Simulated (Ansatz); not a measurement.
# Phonons of SiAgW in the AlB2 type, part 2 of 3

Question: is the lattice of SiAgW in the AlB2 type stable, and if so, what are its coupling constant and resistivity?

Ansatz 0.2.0; DFT PBE, scalar-relativistic, plane waves, PAW; PAW set soft_1.

So far. Step 3 (Relaxing cell and atoms): The largest force is now zero by symmetry and the largest stress component 0.0044 GPa. The relaxed cell has a = 4.401, c = 2.736 Å (conventional setting).

The structure was built from a prototype and need not be the compound's stable phase.

### 4. Tight relaxation

No force is left; the cell is relaxed once more with another smearing and tight thresholds.

Contents of input.yaml:

```yaml
crystal:
  lattice:
    - [4.4008148453, 0.0, 0.0]
    - [-2.2004074227, 3.8112174534, 0.0]
    - [0.0, 0.0, 2.7355784638]
  atoms:
    - { symbol: W, position: [0.0, 0.0, 0.0] }
    - { symbol: Si, position: [0.3333333333, 0.6666666667, 0.5] }
    - { symbol: Ag, position: [0.6666666667, 0.3333333333, 0.5] }
kpoints:
  mp_grid: { grid: [9, 9, 9] }
hamiltonian:
  xc: pbe
  pseudopotentials: { kind: paw, azcp: { folder: soft_1 } }
scf:
  occupations: { method: methfessel_paxton, width: 0.2 }
output:
  forces: true
  stress: true
  eigenvalues: true
relax:
  adjacent_minimum: "off"
  f_tol: 0.001
  max_steps: 60
  cell: { stress_tol: 0.01 }
```

Started as:

```sh
> ansatz run input.yaml --threads 4 --pin off --max-ram 12288MiB --backend cpu --events-out ev --progress --plain --runs-dir out
```

Numbers of over 12 decimals in the logs are rounded to 6 here.

The program printed:

```text
[the first part of the log is left out]
  E_vxc        = -481.958672  (∫ρ·V_xc dr)
  E_paw        = -13042.129098  (= ΣΔE_a)
  E_vpaw       = -659.593193  (= ΣTr[D̂ρ^β])
  E_aug_tail   = 0.000567  (compensation charges beyond the density's cutoff)
  E_ewald      = -4290.320580
  E_smearing   = -0.002260  (= −TS)
  E_closure    = 0.000000  (closes the sum)
  Σ components = -18610.844261   (vs F -18610.844261, Δ=0.00e0)
[...]
--- Stress (GPa, compression-positive) ---
        0.000075      -0.000000       0.000000
       -0.000000       0.000075      -0.000000
        0.000000      -0.000000      -0.000348
  P = ⅓ Tr σ = -0.0001 GPa (-0.001 kbar)
--- Band table (eV; the first three rows and the last of 60) ---
[...]
--- Relaxed structure (4 steps of the walk, 4 accepted, 1 SCFs on fresh bases) ---
[...]
cell:  # Å, volume = 45.8849 Å³
    - [4.401769, 2.8873789444086345e-11, 0.0]
    - [-2.200884, 3.812044, 0.0]
    - [0.0, 0.0, 2.734540]
  atoms:
    - { symbol: W, position: [0, 0, 0.0] }
    - { symbol: Si, position: [0.333333, 0.666667, 0.500000] }
    - { symbol: Ag, position: [0.666667, 0.333333, 0.500000] }
```

It took 6.7 s on 4 threads of Arm Neoverse V2, shared host; peak memory 0.43 GiB.

Little changed from the start: no atom moved by 0.005 Å and no cell edge by 0.1 %.

This step gave:

- pressure: -6.61e-5 GPa

The largest force is now zero by symmetry and the largest stress component 3.5e-4 GPa, small enough for phonons.

### 5. Phonons by linear response: q 2×2×2, k 4×4×6

Before any scattering is computed, the phonons show whether the structure is a minimum.

Contents of input.yaml:

```yaml
crystal:
  lattice:
    - [4.4017689684, 0.0, 0.0]
    - [-2.2008844842, 3.8120437482, 0.0]
    - [0.0, 0.0, 2.7345395667]
  atoms:
    - { symbol: W, position: [0.0, 0.0, 0.0] }
    - { symbol: Si, position: [0.3333333333, 0.6666666667, 0.5] }
    - { symbol: Ag, position: [0.6666666667, 0.3333333333, 0.5] }
kpoints:
  mp_grid: { grid: [4, 4, 6] }
hamiltonian:
  xc: pbe
  pseudopotentials: { kind: paw, azcp: { folder: soft_1 } }
scf:
  occupations: { method: methfessel_paxton, width: 0.2 }
output:
  eigenvalues: true
phonons:
  method: dfpt
  qmesh: [2, 2, 2]
  temperatures: { t_max: 1000, t_step: 50 }
  qpath:
    path:
      - [[0.0, 0.0, 0.0], [0.5, 0.0, 0.0], [0.33333333, 0.33333333, 0.0], [0.0, 0.0, 0.0], [0.0, 0.0, 0.5], [0.5, 0.0, 0.5], [0.33333333, 0.33333333, 0.5], [0.0, 0.0, 0.5]]
      - [[0.5, 0.0, 0.5], [0.5, 0.0, 0.0]]
      - [[0.33333333, 0.33333333, 0.5], [0.33333333, 0.33333333, 0.0]]
    npoints: 10
```

The program printed:

```text
[...]
Crystal: 3 atoms, lattice volume = 45.885 Å³
Basis set: ecut = 420 eV, 915 PW (Γ), exchange–correlation on 60×60×40 points (8 copies of the dense FFT grid, shifted against one another)
Bands: 23, of which v1, the nominal top of the filled ones, is band 19 counted from 1 (18 counted from 0)
Symmetry: 12 space group operations
k-points: 16 of 96 (time reversal used)
[...]
SCF iter   1: F=—  HF=-18611.589758 eV  |F-HF|=—  |Δ(HF+E_count)|=         —  Δρ=6.96e-2  dr2=2.89e0  ethr=3.10e-3  ⟨swp⟩=5.0  Hψ=1445  notcnv=0
[...]
SCF iter   9: F=-18610.821617 eV  HF=-18610.821617 eV  |F-HF|=3.64e-12  |Δ(HF+E_count)|=  4.00e-11  S|Δr|=    0.00e0  Δρ=1.84e-7  dr2=6.87e-12  ethr=1.00e-12  ⟨swp⟩=4.2  Hψ=1731  notcnv=0
SCF 1 converged in 9 iterations: F = -18610.821617 eV  dr2 = 6.87e-12
[...]
phonons: the bands overlap, so this run is a metal and interpolates without the dipole-dipole term. If the crystal is really an insulator or semiconductor, its LO-TO splitting is missing
NSCF: frozen V_eff on 16 k-points
[...]
DFPT response loops at q = (0, 0, 0) (fractional): preconditioner auto → Kerker (q_TF=auto, 2.632 Å⁻¹) (partly filled bands, converged f_vac=0.000); β = 1.00, the filter's whole step (`scf.mixing.beta` (0.50) is not read by the response loops under this deck's `scf.mixing.preconditioner`; to damp them name `kerker` or `kerker_dos`, under which they read `scf.mixing.beta`, and type it under 1.00, their step now; both keys bind the ground state too); Broyden in place of MSR1
[...]
SCF converged after 9 iterations
Stability not checked: this state was not tested for a lower state beside it, because cold or Methfessel-Paxton smearing, or corrected tetrahedra, fill the levels in a way that the test cannot read (fill_not_monotonic; see scf.lower_state_search)
Free energy (F): -18610.821617 eV
[...]
Internal energy: -18610.820853 eV  (E = F + TS)
E sigma→0 (E₀):  -18610.821426 eV
Entropy (-TS):   -0.000764 eV (-0.255 meV/atom)
Fermi energy:    18.001416 eV
[...]
--- Band table (eV; the first three rows and the last of 16) ---
  k-point 0: bands = [... 15 lower, 14.4877, 14.4877, 17.9035, 20.1739, 20.1739, 20.1751, 20.1751, 23.2833]
  k-point 1: bands = [... 15 lower, 15.2406, 15.2931, 18.0494, 18.0494, 18.2559, 20.7943, 22.3365, 22.3365]
  k-point 2: bands = [... 15 lower, 16.4799, 16.4799, 16.8235, 16.8235, 19.0936, 20.3005, 21.4776, 21.4776]
  k-point 15: bands = [... 15 lower, 15.1664, 15.9807, 16.1111, 18.3900, 19.4832, 19.6289, 20.8946, 21.8860]
--- Phonons (Γ-DFPT): 6 representative perturbations + reference (Σ response iterations 18) ---
  ASR residual: 6.327e-5 → 0.000e0 eV/Å²; symmetrization residual: 9.151e-6 eV/Å²
  ASR residual per site (eV/Å²): 4.47e-5 3.38e-5 6.33e-5
  Γ frequencies (cm⁻¹): 0.00 0.00 0.00 68.92 122.14 151.08 151.08 269.18 269.18
--- Phonons (arbitrary-q DFPT): 4 irreducible q on the 2×2×2 mesh ---
  q = [0.0000, 0.0000, 0.0000] (star 1, of the zone-centre solve; hermiticity 1.83e-6, symmetrization 5.66e-12): -0.00 -0.00 0.00 68.92 122.14 151.08 151.08 269.18 269.18
  q = [0.0000, 0.0000, -0.5000] (star 1, 6 solved perturbations in 132 linear systems a pass and spin channel, the states on 28 of 96 k-point pairs; hermiticity 1.00e-6, symmetrization 1.43e-8): 111.86 111.86 124.88 124.88 135.13 173.63 222.86 275.88 275.88
  q = [0.0000, -0.5000, 0.0000] (star 3, 9 solved perturbations on 28 of 96 k-point pairs; hermiticity 1.94e-6, symmetrization 9.04e-14): -56.74 60.20 80.18 102.81 109.84 152.87 162.04 276.93 285.27
[...]
sum rule: each row above includes the acoustic sum rule's correction from the zone centre's row sums; it moved no ω² by more than (0.57 cm⁻¹)²
  mesh force constants: q→R imaginary residual 2.68e-17; ASR residual 6.327e-5 → 0.000e0 eV/Å²; symmetrization residual 2.665e-15 eV/Å²
  interpolated dispersion: 93 rows × 9 modes
  density of states and harmonic sums: on the 16×16×22 q-mesh, interpolated from the force constants of a 2×2×2 supercell (no non-analytic term)
  largest difference from the sums on the solved wave vectors: F 1.24e-1 eV, S 1.66e-4 and C_V 4.27e-5 eV/K
  zero-point energy: 0.081060 eV/cell   skipped modes (ω ≤ 0): 222, of them read as no rigid motion or as one in doubt: 219 (6.317e-1 modes/cell left out, lowest -56.74 cm⁻¹)   left out of the sums: 7.03e-2 of the cell's modes: C_V's classical limit lies that fraction below 3 k_B per atom; for a crystal, a wire or a layer, F and S can be off by more, and a phonons.interpolated_qmesh denser along its periods is the remedy for the sampling
```

The job ended after 20 s (4 threads; peak memory 0.49 GiB).

In the SCF lines HF is the Harris–Foulkes energy and dr2 the Hartree energy of the density residual, in eV; the loop may stop once dr2 is under the threshold and the program's other checks hold. Hψ counts applications of the Hamiltonian.

This step gave:

- share of imaginary modes in the plain interpolation between solved wavevectors: 0.0688
- highest frequency, solved or plainly interpolated: 299.4 cm⁻¹

Solved on the 2×2×2 mesh alone; all other wavevectors are interpolated. Phonon branches along the path, in cm⁻¹:

| point | branch 1 | branch 2 | branch 3 | branch 4 | branch 5 | branch 6 | branch 7 | branch 8 | branch 9 |
| --- | --- | --- | --- | --- | --- | --- | --- | --- | --- |
| Γ | 0 | 0 | 0 | 69 | 122 | 151 | 151 | 269 | 269 |
| halfway | -35 | 47 | 70 | 80 | 118 | 150 | 153 | 273 | 278 |
| M | -57 | 60 | 80 | 103 | 110 | 153 | 162 | 277 | 285 |
| halfway | -37 | 65 | 80 | 100 | 108 | 130 | 181 | 272 | 290 |
| K | 21 | 69 | 82 | 105 | 106 | 111 | 190 | 270 | 292 |
| halfway | -26 | 54 | 69 | 81 | 116 | 143 | 163 | 272 | 281 |
| Γ | 0 | 0 | 0 | 69 | 122 | 151 | 151 | 269 | 269 |
| halfway | 68 | 68 | 102 | 136 | 145 | 145 | 173 | 272 | 272 |
| A | 112 | 112 | 125 | 125 | 135 | 174 | 223 | 276 | 276 |
| halfway | 72 | 86 | 86 | 118 | 164 | 171 | 213 | 280 | 283 |
| L | -49 | 49 | 67 | 112 | 161 | 173 | 208 | 286 | 289 |
| halfway | -51 | 33 | 49 | 129 | 160 | 167 | 208 | 280 | 296 |
| H | -53 | -18 | 34 | 148 | 154 | 158 | 208 | 277 | 299 |
| halfway | 59 | 76 | 77 | 123 | 165 | 169 | 211 | 279 | 287 |
| A | 112 | 112 | 125 | 125 | 135 | 174 | 223 | 276 | 276 |
| jump to L | -49 | 49 | 67 | 112 | 161 | 173 | 208 | 286 | 289 |
| halfway | -37 | 47 | 81 | 131 | 138 | 160 | 169 | 281 | 287 |
| M | -57 | 60 | 80 | 103 | 110 | 153 | 162 | 277 | 285 |
| jump to H | -53 | -18 | 34 | 148 | 154 | 158 | 208 | 277 | 299 |
| halfway | -44 | 57 | 72 | 122 | 137 | 165 | 173 | 273 | 296 |
| K | 21 | 69 | 82 | 105 | 106 | 111 | 190 | 270 | 292 |

The phonon branches as a text plot (rows in cm⁻¹):

```
    292 |     *******               **********   ****************
    277 | ***************  **********  **********  *************
    262 |*              ***                                     *
    247 |
    233 |
    218 |                      ******        ****
    203 |                     *      ********    **      **
    188 |       ****         *                     *       *  ***
    173 |      *    *          **********   *********       **
    158 | *****      ****   * *   ** ******* **  ** ********
    144 |****  *     **********  *       ***   *   ***** *****
    129 |*      *  **   ***   *****     *   *****  ** *     ***
    114 | **************    **  ** *****       ****  ****    * **
     99 |    *******       *   *  **          **        *     ***
     84 |   * ********    * ***    **        *      *** *    * **
     69 |*****  ********** *        ****    **   ***  ***    ****
     55 | * ****     *    * *       *** *    *       *      *
     40 |  *          **   *           ******    ** *    ***
     25 |**            ****                *       *      *
     10 |*       **     **                                      *
     -5 |*              *                **              *
    -20 | **       *****                           *           *
    -34 |   *   *                    *            * *        **
    -49 |    ***                      ******     *   ********
         Γ    M   K     Γ       A     L   H    A|L     M|H      K
```

Lowest modes at the softest wavevector of the mesh. The modes at q = (0.500, 0.000, 0.000) (shares of kinetic energy by element, %) (negative means imaginary):

| mode | frequency (cm⁻¹) | W % | Si % | Ag % |
| --- | --- | --- | --- | --- |
| 1 | -56.7 | 61 | 4 | 36 |
| 2 | 60.2 | 26 | 64 | 11 |
| 3 | 80.2 | 59 | 35 | 7 |
| 4 | 102.8 | 77 | 1 | 22 |
| 5 | 109.8 | 16 | 1 | 83 |
| 6 | 152.9 | 37 | 18 | 44 |

Displacements in mode 1 (-56.7 cm⁻¹), the largest set to 1, in the home cell:
```
W1  -0.58  1.00  0.00
Si2  0.36 -0.62  0.00
Ag3  0.58 -1.00  0.00
```

Displacements in mode 2 (60.2 cm⁻¹), the largest set to 1, in the home cell:
```
W1   0.00  0.00  0.25
Si2  0.00  0.00  1.00
Ag3  0.00  0.00 -0.21
```

Among the solved wavevectors the lowest mode, translations apart, is -56.7 cm⁻¹, imaginary.

### 6. Phonons by linear response: q 3×3×3, k 6×6×9

An imaginary mode on so few k-points may come from the sampling, so the phonons are repeated with another q and k mesh.

input.yaml, as its differences from that of step 5:

```diff
@@ -10,3 +10,3 @@
 kpoints:
-  mp_grid: { grid: [4, 4, 6] }
+  mp_grid: { grid: [6, 6, 9] }
 hamiltonian:
@@ -20,3 +20,3 @@
   method: dfpt
-  qmesh: [2, 2, 2]
+  qmesh: [3, 3, 3]
   temperatures: { t_max: 1000, t_step: 50 }
```

The program printed:

```text
[...]
Crystal: 3 atoms, lattice volume = 45.885 Å³
Basis set: ecut = 420 eV, 915 PW (Γ), exchange–correlation on 60×60×40 points (8 copies of the dense FFT grid, shifted against one another)
Bands: 23, of which v1, the nominal top of the filled ones, is band 19 counted from 1 (18 counted from 0)
Symmetry: 12 space group operations
k-points: 35 of 324 (time reversal used)
[...]
SCF iter   1: F=—  HF=-18611.597526 eV  |F-HF|=—  |Δ(HF+E_count)|=         —  Δρ=6.96e-2  dr2=2.84e0  ethr=3.10e-3  ⟨swp⟩=5.1  Hψ=3182  notcnv=0
[...]
SCF iter  10: F=-18610.845162 eV  HF=-18610.845162 eV  |F-HF|=7.28e-12  |Δ(HF+E_count)|=  1.09e-11  S|Δr|=    0.00e0  Δρ=2.35e-8  dr2=3.08e-13  ethr=1.00e-12  ⟨swp⟩=5.3  Hψ=3180  notcnv=0
SCF 1 converged in 10 iterations: F = -18610.845162 eV  dr2 = 3.08e-13
[...]
SCF converged after 10 iterations
[...]
Free energy (F): -18610.845162 eV
[...]
Internal energy: -18610.844154 eV  (E = F + TS)
E sigma→0 (E₀):  -18610.844910 eV
Entropy (-TS):   -0.001008 eV (-0.336 meV/atom)
Fermi energy:    18.006998 eV
[...]
--- Band table (eV; the first three rows and the last of 35) ---
  k-point 0: bands = [... 15 lower, 14.4923, 14.4923, 17.9036, 20.1706, 20.1706, 20.2093, 20.2093, 23.2973]
  k-point 1: bands = [... 15 lower, 14.8800, 14.8800, 18.0666, 18.7252, 18.7252, 21.6878, 21.6878, 22.1218]
  k-point 2: bands = [... 15 lower, 15.6683, 16.0126, 17.4903, 17.4903, 18.4456, 19.7912, 22.4783, 22.4783]
  k-point 34: bands = [... 15 lower, 15.0774, 15.9388, 16.6230, 18.6934, 19.2302, 19.2335, 20.0714, 22.0659]
[...]
ASR residual: 4.110e-5 → 0.000e0 eV/Å²; symmetrization residual: 1.010e-5 eV/Å²
  ASR residual per site (eV/Å²): 1.26e-5 4.11e-5 1.46e-5
  Γ frequencies (cm⁻¹): 0.00 0.00 0.00 43.46 121.88 157.00 157.00 289.93 289.93
--- Phonons (arbitrary-q DFPT): 6 irreducible q on the 3×3×3 mesh ---
[...]
interpolated dispersion: 93 rows × 9 modes
[...]
```

The job ended after 1.7 min (4 threads; peak memory 0.77 GiB).

This step gave:

```
share of imaginary modes in the plain interpolation between solved wavevectors : 0.0376
highest frequency, solved or plainly interpolated                              : 292.2 cm⁻¹
```

Solved on the 3×3×3 mesh alone; all other wavevectors are interpolated. The phonon branches at the labelled points (cm⁻¹):

| point | branch 1 | branch 2 | branch 3 | branch 4 | branch 5 | branch 6 | branch 7 | branch 8 | branch 9 |
| --- | --- | --- | --- | --- | --- | --- | --- | --- | --- |
| Γ | 0 | 0 | 0 | 44 | 122 | 157 | 157 | 290 | 290 |
| halfway | -51 | 45 | 54 | 69 | 116 | 152 | 154 | 282 | 287 |
| M | -77 | 48 | 75 | 78 | 110 | 152 | 162 | 278 | 285 |
| halfway | -64 | 52 | 76 | 79 | 108 | 125 | 182 | 273 | 290 |
| K | -51 | 54 | 79 | 95 | 96 | 105 | 192 | 270 | 292 |
| halfway | -49 | 50 | 57 | 68 | 115 | 141 | 165 | 279 | 288 |
| Γ | 0 | 0 | 0 | 44 | 122 | 157 | 157 | 290 | 290 |
| halfway | 77 | 77 | 98 | 140 | 144 | 144 | 173 | 280 | 280 |
| A | 113 | 113 | 126 | 126 | 145 | 168 | 228 | 270 | 270 |
| halfway | 103 | 112 | 115 | 115 | 160 | 181 | 219 | 275 | 278 |
| L | 96 | 107 | 109 | 115 | 167 | 190 | 214 | 281 | 286 |
| halfway | 88 | 93 | 121 | 133 | 167 | 184 | 214 | 281 | 288 |
| H | 80 | 92 | 125 | 147 | 167 | 177 | 213 | 281 | 291 |
| halfway | 100 | 102 | 115 | 126 | 162 | 182 | 217 | 276 | 281 |
| A | 113 | 113 | 126 | 126 | 145 | 168 | 228 | 270 | 270 |
| jump to L | 96 | 107 | 109 | 115 | 167 | 190 | 214 | 281 | 286 |
| halfway | 11 | 82 | 118 | 126 | 137 | 160 | 177 | 280 | 286 |
| M | -77 | 48 | 75 | 78 | 110 | 152 | 162 | 278 | 285 |
| jump to H | 80 | 92 | 125 | 147 | 167 | 177 | 213 | 281 | 291 |
| halfway | 68 | 77 | 89 | 124 | 144 | 169 | 176 | 276 | 291 |
| K | -51 | 54 | 79 | 95 | 96 | 105 | 192 | 270 | 292 |

The phonon branches as a text plot (rows in cm⁻¹):

```
    285 |*********************      **********   ****************
    269 |      ******         ******         ****            ****
    254 |
    238 |
    223 |                      ******        ****
    208 |                     *      ********    **      **
    192 |        ***         *       ***         ***       *  ***
    177 |      **   *             ***   ********   ***   ** **
    162 |******      ****** * **** ***********  *** * *******
    146 |  *****     **    ***  ***      ***  ***  * ***** ***
    131 |       *   *    **   ****      *** ** **  ** *      **
    115 |********  ******   **  *********  *********** ****   ***
    100 |        ***       *  **   ******  ****  *** ***   * *  *
     85 |    *******        **          ****     ** * ***********
     69 |   *****  ****   ***                      * ** *    ***
     54 | *************  ***                           **    *  *
     39 |***          *** *
     23 |*             ***                                    *
      8 |*              *                           *
     -7 |*              *
    -23 |              *
    -38 | **          *                              *         *
    -54 |   *    *****                                *         *
    -69 |    ****                                      **
         Γ    M   K     Γ       A     L   H    A|L     M|H      K
```

Lowest modes at the softest wavevector of the mesh. The modes at q = (0.333, 0.000, 0.000) (shares of kinetic energy by element, %) (negative means imaginary):

| mode | frequency (cm⁻¹) | W % | Si % | Ag % |
| --- | --- | --- | --- | --- |
| 1 | -64.5 | 61 | 5 | 35 |
| 2 | 47.8 | 15 | 78 | 6 |
| 3 | 64.6 | 62 | 21 | 17 |
| 4 | 76.7 | 74 | 1 | 25 |
| 5 | 113.5 | 23 | 0 | 77 |
| 6 | 151.6 | 38 | 17 | 45 |

Displacements in mode 1 (-64.5 cm⁻¹), the largest set to 1, in the home cell (x, y, z of the real part, then of the imaginary part):
```
W1  -0.47  0.81  0.00 -0.34  0.58  0.00
Si2  0.37 -0.65  0.00 -0.17  0.30  0.00
Ag3  0.54 -0.94  0.00 -0.17  0.30  0.00
```

Displacements in mode 6 (151.6 cm⁻¹), the largest set to 1, in the home cell (x, y, z of the real part, then of the imaginary part):
```
W1   0.24 -0.41  0.00  0.24 -0.41  0.00
Si2  0.58 -1.00  0.00 -0.03  0.05  0.00
Ag3  0.46 -0.80  0.00 -0.09  0.15  0.00
```

The modes has structure finer than the step of the table below, so its rows give means over 10 cm⁻¹, whole bins alone (the curve runs from -86.1 to 311 cm⁻¹). Peaks (cm⁻¹: height): Ag 81.2: 0.0126, 121.1: 0.0244, 168.6: 0.0245, 211.0: 0.0167, 286.0: 0.0186; Si 163.6: 0.0174, 278.5: 0.113; W -48.7: 0.0055, 93.7: 0.0341, 113.6: 0.0343, 178.6: 0.0176.

Phonopy on the run's constants, 15x15x21 mesh, Gaussian sigma 2.8 cm⁻¹. Modes against wavenumber; means over each step; values in 1/cm⁻¹/cell:

| wavenumber (cm⁻¹) | Ag | Si | W |
| --- | --- | --- | --- |
| -80 | 1.6e-4 | 1.9e-5 | 2.9e-4 |
| -70 | 0.00125 | 1.5e-4 | 0.00220 |
| -60 | 0.00233 | 2.5e-4 | 0.00424 |
| -50 | 0.00279 | 2.9e-4 | 0.00519 |
| -40 | 0.00205 | 2.5e-4 | 0.00377 |
| -30 | 0.00153 | 2.1e-4 | 0.00278 |
| -20 | 9.9e-4 | 1.4e-4 | 0.00182 |
| -10 | 3.9e-4 | 6.6e-5 | 7.0e-4 |
| 0 | 8.3e-5 | 1.2e-5 | 1.5e-4 |
| 10 | 7.0e-4 | 1.1e-4 | 0.00126 |
| 20 | 0.00100 | 1.7e-4 | 0.00181 |
| 30 | 0.00164 | 3.0e-4 | 0.00300 |
| 40 | 0.00237 | 0.00128 | 0.00447 |
| 50 | 0.00416 | 0.00893 | 0.00833 |
| 60 | 0.00682 | 0.00795 | 0.0140 |
| 70 | 0.0103 | 0.00748 | 0.0215 |
| 80 | 0.0123 | 0.00681 | 0.0230 |
| 90 | 0.0105 | 0.00697 | 0.0279 |
| 100 | 0.00957 | 0.00727 | 0.0279 |
| 110 | 0.0160 | 0.00651 | 0.0283 |
| 120 | 0.0231 | 0.00880 | 0.0263 |
| 130 | 0.0219 | 0.00870 | 0.0145 |
| 140 | 0.0228 | 0.0116 | 0.0160 |
| 150 | 0.0213 | 0.0136 | 0.0135 |
| 160 | 0.0177 | 0.0158 | 0.00901 |
| 170 | 0.0219 | 0.00812 | 0.0143 |
| 180 | 0.0189 | 0.00234 | 0.0163 |
| 190 | 0.0101 | 6.4e-4 | 0.00492 |
| 200 | 0.00892 | 4.6e-4 | 5.2e-4 |
| 210 | 0.0141 | 7.1e-4 | 6.2e-4 |
| 220 | 0.00630 | 7.4e-4 | 1.8e-4 |
| 230 | 5.7e-4 | 1.4e-4 | 2.7e-6 |
| 240 | 1.5e-6 | 5.0e-7 | 0 |
| 250 | 0 | 0 | 0 |
| 260 | 1.1e-5 | 1.3e-4 | 0 |
| 270 | 0.00211 | 0.0249 | 1.1e-4 |
| 280 | 0.0116 | 0.0963 | 5.4e-4 |
| 290 | 0.0115 | 0.0506 | 5.1e-4 |
| 300 | 3.2e-4 | 0.00130 | 1.2e-5 |

No LO-TO term; unit eigenvectors of the mass-weighted matrix. Modes at Γ, with each element's share of the kinetic energy:

| mode | frequency (cm⁻¹) | symmetry | W % | Si % | Ag % |
| --- | --- | --- | --- | --- | --- |
| 1 | 0.0 | unnamed | 57 | 9 | 34 |
| 2 | 0.0 | unnamed | 57 | 9 | 34 |
| 3 | 0.0 | unnamed | 57 | 9 | 34 |
| 4 | 43.5 | A2'' | 10 | 89 | 0 |
| 5 | 121.9 | A2'' | 32 | 2 | 66 |
| 6 | 157.0 | E' | 42 | 8 | 49 |
| 7 | 157.0 | E' | 42 | 8 | 49 |
| 8 | 289.9 | E' | 0 | 83 | 17 |
| 9 | 289.9 | E' | 0 | 83 | 17 |

Displacements in mode 4 (43.5 cm⁻¹), the largest set to 1:
```
W1   0.00  0.00 -0.13
Si2  0.00  0.00  1.00
Ag3  0.00  0.00 -0.03
```

Displacements in mode 8 (289.9 cm⁻¹), the largest set to 1:
```
W1   0.00 -0.02  0.00
Si2  0.00  1.00  0.00
Ag3  0.00 -0.23  0.00
```

Among the solved wavevectors the lowest mode, translations apart, is -64.5 cm⁻¹, imaginary.

(Continued in part 3 of 3.)

[Logs are printed without paths, hosts, clocks, repeated set-up lines and the standing remarks that a program may print on its own settings, such as how far it seeks lower states.]

[Hosts, paths, dates, database ids (printed as entryN), source tags and the programs' standing remarks are cut or masked in the printed files.]
